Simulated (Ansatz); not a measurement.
# What Y3GaC (Pm-3m) distorts into, part 3 of 3

Which phase does Y3GaC (Pm-3m) fall into along its unstable mode, and how much energy does it gain?

Ansatz 0.2.0; DFT PBEsol, scalar-relativistic, plane waves, PAW; PAW set soft_1.

So far. Step 5 (Energy along the mode, all amplitudes (two of the runs …): The lowest of the steps tried is at 0.32 Å, 9.26 meV/atom below the parent; the bottom of the well need not coincide with a step. Step 7 (The new phase in its own primitive cell): The largest force component left is 0.062 meV/Å and the pressure is 0.000 GPa, within the tolerances set. The cell now holds 22.05 Å³/atom. The relaxed cell has a = 6.782, c = 16.609 Å (conventional setting).

## 8. Modes of the new phase, k-mesh 6×6×6

A relaxed structure may still be a saddle point, so its zone-centre modes are computed. No field response is asked, since the mesh shows no gap.

Contents of input.yaml:

```yaml
crystal:
  lattice:
    - [3.3908243307, 1.9576933401, 5.536381906]
    - [-3.3908243307, 1.9576933401, 5.536381906]
    - [0.0, -3.9153866802, 5.536381906]
  atoms:
    - { symbol: "Y", position: [0.7018173535, 0.7981826465, 0.25] }
    - { symbol: "Y", position: [0.2981826465, 0.2018173535, 0.75] }
    - { symbol: "Y", position: [0.2018173535, 0.75, 0.2981826465] }
    - { symbol: "Y", position: [0.7981826465, 0.25, 0.7018173535] }
    - { symbol: "Y", position: [0.25, 0.7018173535, 0.7981826465] }
    - { symbol: "Y", position: [0.75, 0.2981826465, 0.2018173535] }
    - { symbol: Ga, position: [0.25, 0.25, 0.25] }
    - { symbol: Ga, position: [0.75, 0.75, 0.75] }
    - { symbol: C, position: [0.5, 0.5, 0.5] }
    - { symbol: C, position: [0.0, 0.0, 0.0] }
kpoints:
  mp_grid: { grid: [6, 6, 6] }
hamiltonian:
  xc: pbesol
  pseudopotentials: { kind: paw, azcp: { folder: soft_1 }, xc_functional: pbe }
scf:
  occupations: { method: methfessel_paxton, width: 0.2 }
output:
  eigenvalues: true
phonons:
  method: dfpt
```

Started as:

```sh
ansatz run input.yaml --threads 4 --pin off --max-ram 10240MiB --backend cpu --events-out ev --progress --plain --runs-dir out
```

Numbers of over 12 decimals in the logs are rounded to 6 here.

What it wrote:

```text
[...]
Crystal: 10 atoms, lattice volume = 220.509 Å³
Basis set: ecut = 420 eV, 4285 PW (Γ), exchange–correlation on 96×96×96 points (8 copies of the dense FFT grid, shifted against one another)
Bands: 60, of which v1, the nominal top of the filled ones, is band 50 counted from 1 (49 counted from 0)
Symmetry: 12 space group operations
k-points: 112 of 216 (irreducible under 1 space group operation, time reversal used)
[...]
SCF iter   1: F=—  HF=-30759.770727 eV  |F-HF|=—  |Δ(HF+E_count)|=         —  Δρ=5.85e-2  dr2=1.77e1  ethr=3.10e-3  ⟨swp⟩=5.5  Hψ=25690  notcnv=0
[...]
SCF iter  13: F=-30755.629526 eV  HF=-30755.629526 eV  |F-HF|=0.00e0  |Δ(HF+E_count)|=  1.82e-11  S|Δr|=    0.00e0  Δρ=2.87e-8  dr2=2.21e-12  ethr=1.00e-12  ⟨swp⟩=12.8  Hψ=31916  notcnv=0
SCF 1 converged in 13 iterations: F = -30755.629526 eV  dr2 = 2.21e-12
[...]
DFPT response loops at Γ: preconditioner auto → Kerker (q_TF=auto, 2.391 Å⁻¹) (partly filled bands, converged f_vac=0.000); β = 1.00, the filter's whole step (`scf.mixing.beta` (0.50) is not read by the response loops under this deck's `scf.mixing.preconditioner`; to damp them name `kerker` or `kerker_dos`, under which they read `scf.mixing.beta`, and type it under 1.00, their step now; both keys bind the ground state too); Broyden in place of MSR1
SCF converged after 13 iterations
[...]
Free energy (F): -30755.629526 eV
[...]
Internal energy: -30755.644698 eV  (E = F + TS)
E sigma→0 (E₀):  -30755.633319 eV
Entropy (-TS):   0.015172 eV (1.517 meV/atom)
Fermi energy:    10.295641 eV
[...]
--- Band table (eV; the first three rows and the last of 112) ---
  k-point 0: bands = [... 46 lower, 9.8660, 9.9102, 9.9102, 10.4566, 10.6176, 10.6176, 11.0779, 11.4093, ... 6 higher]
  k-point 1: bands = [... 46 lower, 9.8130, 9.9566, 10.1045, 10.1911, 10.4784, 10.5204, 11.2024, 11.4642, ... 6 higher]
  k-point 2: bands = [... 46 lower, 9.5750, 9.6714, 9.8399, 9.9284, 10.7117, 10.7124, 11.3678, 11.5116, ... 6 higher]
  k-point 111: bands = [... 46 lower, 9.5586, 9.5586, 9.5586, 9.5586, 11.3314, 11.3314, 11.3314, 11.3314, ... 6 higher]
--- Phonons (Γ-DFPT): 7 representative perturbations + reference, on 112 of 216 k-points (Σ response iterations 31) ---
  k mesh reduced under 1 symmetry operation, with k and −k counted as one. Each operation leaves every solved perturbation unchanged. A smaller set is not used because it would not reduce the number of displacements times k-points to solve
  ASR residual: 2.184e-5 → 0.000e0 eV/Å²; symmetrization residual: 1.108e-5 eV/Å²
  ASR residual per site (eV/Å²): 1.59e-5 1.59e-5 1.59e-5 1.59e-5 1.59e-5 1.59e-5 1.85e-5 1.85e-5 2.18e-5 2.18e-5
  Γ frequencies (cm⁻¹): 0.00 0.00 0.00 19.65 19.65 61.35 86.98 93.07 93.32 93.32 120.60 120.60 121.65 129.21 129.21 158.47 170.48 170.48 181.50 181.50 194.00 200.91 200.91 273.54 340.69 340.69 372.49 496.60 499.97 499.97
  non-analytic LO–TO correction: not included (Born effective charges unavailable; polar crystals: no LO–TO splitting at Γ)
```

Wall time 5.9 min (4 threads of Intel Xeon Platinum 8488C (Sapphire Rapids), shared host); peak memory 4.9 GiB.

Numbers from this step:

| Property | Result |
| --- | --- |
| sum-rule residual before enforcement | 2.18e-5 eV/Å² |
| point group | -3m |
| highest optical mode at the zone centre (no LO-TO term) | 500.0 cm⁻¹ |
| lowest optical zone-centre mode | 19.65 cm⁻¹ |

Patterns of degenerate modes are one choice out of their space. Modes at Γ, with each element's share of the kinetic energy:

```
mode  frequency (cm⁻¹)  symmetry  Y %  Ga %  C %
   1               0.0  acoustic   77    20    3
   2               0.0  acoustic   77    20    3
   3               0.0  acoustic   77    20    3
   4              19.6        Eg   97     3    0
   5              19.6        Eg   97     3    0
   6              61.4       A1g  100     0    0
   7              87.0       A2u   21    79    0
   8              93.1       A2g    0   100    0
   9              93.3        Eu   89    11    0
  10              93.3        Eu   89    11    0
  11             120.6        Eg    7    93    0
  12             120.6        Eg    7    93    0
  13             121.7       A1u  100     0    0
  14             129.2        Eu   31    68    0
  15             129.2        Eu   31    68    0
  16             158.5       A2g  100     0    0
  17             170.5        Eg   95     5    0
  18             170.5        Eg   95     5    0
  19             181.5        Eg  100     0    0
  20             181.5        Eg  100     0    0
  21             194.0       A2u   98     1    1
  22             200.9        Eu   98     0    2
  23             200.9        Eu   98     0    2
  24             273.5       A2g  100     0    0
  25             340.7        Eu    6     0   94
  26             340.7        Eu    6     0   94
  27             372.5       A2u    4     0   95
  28             496.6       A1u    0     0  100
  29             500.0        Eu    0     0  100
  30             500.0        Eu    0     0  100
```

Displacements in mode 4 (19.6 cm⁻¹), the largest set to 1:
```
Y1  -0.17  0.70 -1.00
Y2   0.17 -0.70  1.00
Y3   0.19 -0.68 -0.72
Y4  -0.19  0.68  0.72
Y5  -0.16  0.67  0.28
Y6   0.16 -0.67 -0.28
Ga7 -0.08  0.31  0.00
Ga8  0.08 -0.31  0.00
C9   0.00  0.00  0.00
C10  0.00  0.00  0.00
```

Displacements in mode 7 (87.0 cm⁻¹), the largest set to 1:
```
Y1   0.00  0.05 -0.26
Y2   0.00  0.05 -0.26
Y3   0.04 -0.02 -0.26
Y4   0.04 -0.02 -0.26
Y5  -0.04 -0.02 -0.26
Y6  -0.04 -0.02 -0.26
Ga7  0.00  0.00  1.00
Ga8  0.00  0.00  1.00
C9   0.00  0.00 -0.08
C10  0.00  0.00 -0.08
```

Before it was imposed, the acoustic sum rule was missed by 2.2e-5 eV/Å². Small misses are needed for a sound result but don't prove that mesh and cutoff are converged. The lowest optical mode is real, 19.6 cm⁻¹.

## 9. Results

| Item | Value |
| --- | --- |
| unstable mode of the parent | q = (-0.5, -0.5, -0.5), 44i cm⁻¹ |
| depth at the lowest point sampled | 9.26 meV/atom |
| largest atomic shift at that point | 0.32 Å |
| space group reached (within 0.01 Å) | R-3c |
| energy gained over the parent (first relaxation, on the mesh of the frozen mode) | 9.53 meV/atom |
| volume per atom, phase reached | 22.1 Å³ |
| lowest optical zone-centre mode, phase reached | 19.6 cm⁻¹ |
| highest optical mode at the zone centre (no LO-TO term), phase reached | 500 cm⁻¹ |

Along this mode the structure falls into R-3c, 9.53 meV/atom below the parent. At the parent's cell the well is 9.258 meV/atom deep on the steps tried, with its lowest point at a shift of 0.32 Å. Relaxing atoms and cell changes the gain by +0.28 meV/atom against the lowest step (energies at zero smearing). The new phase has no imaginary mode at the zone centre of its cell; other wavevectors were not checked. Of the 4 patterns followed to their end from this parent, this one reaches the lowest energy. Another end point lies within 1 meV/atom; how such a difference moves with mesh and cutoff was not tested. Each path keeps the symmetry of its pattern, so a lower phase may lie along a pattern not tried. With no gap, or one that is small against the smearing, the frequencies hang on the k mesh and the smearing, most of all near Kohn anomalies. The PAW files were made for PBE and serve the other functionals too.

[Logs are printed without paths, hosts, clocks, repeated set-up lines and the standing remarks that a program may print on its own settings, such as how far it seeks lower states.]

[Hosts, paths, dates, database ids (printed as entryN), source tags and the programs' standing remarks are cut or masked in the printed files.]
